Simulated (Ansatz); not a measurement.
PtS2 (1T monolayer), computed twice by G0W0.

The cell holds 3 atoms: 1 Pt and 2 S. Cell: a = 3.541 Å, b = 3.541 Å, c = 28.200 Å, α = 90.0°, β = 90.0°, γ = 120.0°. Vacuum lies along c.

```
Pt S
1.0
     3.54148    0.00000    0.00000
    -1.77074    3.06701    0.00000
     0.00000    0.00000   28.20000
Pt S
1 2
Direct
  0.00000 0.00000 0.50000
  0.33333 0.66667 0.54404
  0.66667 0.33333 0.45596
```

The structure was relaxed with PBE-D3(BJ). The runs that relaxed it are not among those shown. Spin-orbit coupling is left out unless a run names it.

The first (Ansatz 0.2.0; start PBE, 6×6×1 mesh, 451 empty bands, screening to 75 eV, PAW set soft_1 files; 4 threads of Arm Neoverse V1, shared host) gave, on its mesh: starting gap 2.08 eV, G0W0 gap 3.12 eV, mean of 1 + 4πα/V (set by the cell height) 2.68, 1.9 min.

The second gave: starting gap 2.08 eV, G0W0 gap 3.08 eV, mean of 1 + 4πα/V (set by the cell height) 2.73, 25 s.

Question: What was changed in the input? Choose among start, files, mesh, bands and cutoff, frequency model or another key.

Changed: empty bands from 451 to 182 and screening cutoff (eV) from 75.0 to 41. The starting gap stayed, which rules out the functional and points to the GW step. Other changes could give like numbers; this is the one that was made.

Limits: not at the basis limit; coarse mesh for a sheet; no spin polarisation; d states lean on the start; no spin-orbit coupling.

[Paths, hosts, dates, memory and timing lines, banners, echoed tables and standing remarks are left out of the program output.]

[Logs are printed without paths, hosts, clocks, repeated set-up lines and the standing remarks that a program may print on its own settings, such as how far it seeks lower states.]

[Runs of the session that timed out or met a known fault of the program may be left out.]

[Cells called generated may have been cut or substituted from an entry of the Crystallography Open Database or the Materials Project.]

[Hosts, paths, dates, database ids (printed as entryN), source tags and the programs' standing remarks are cut or masked in the printed files.]
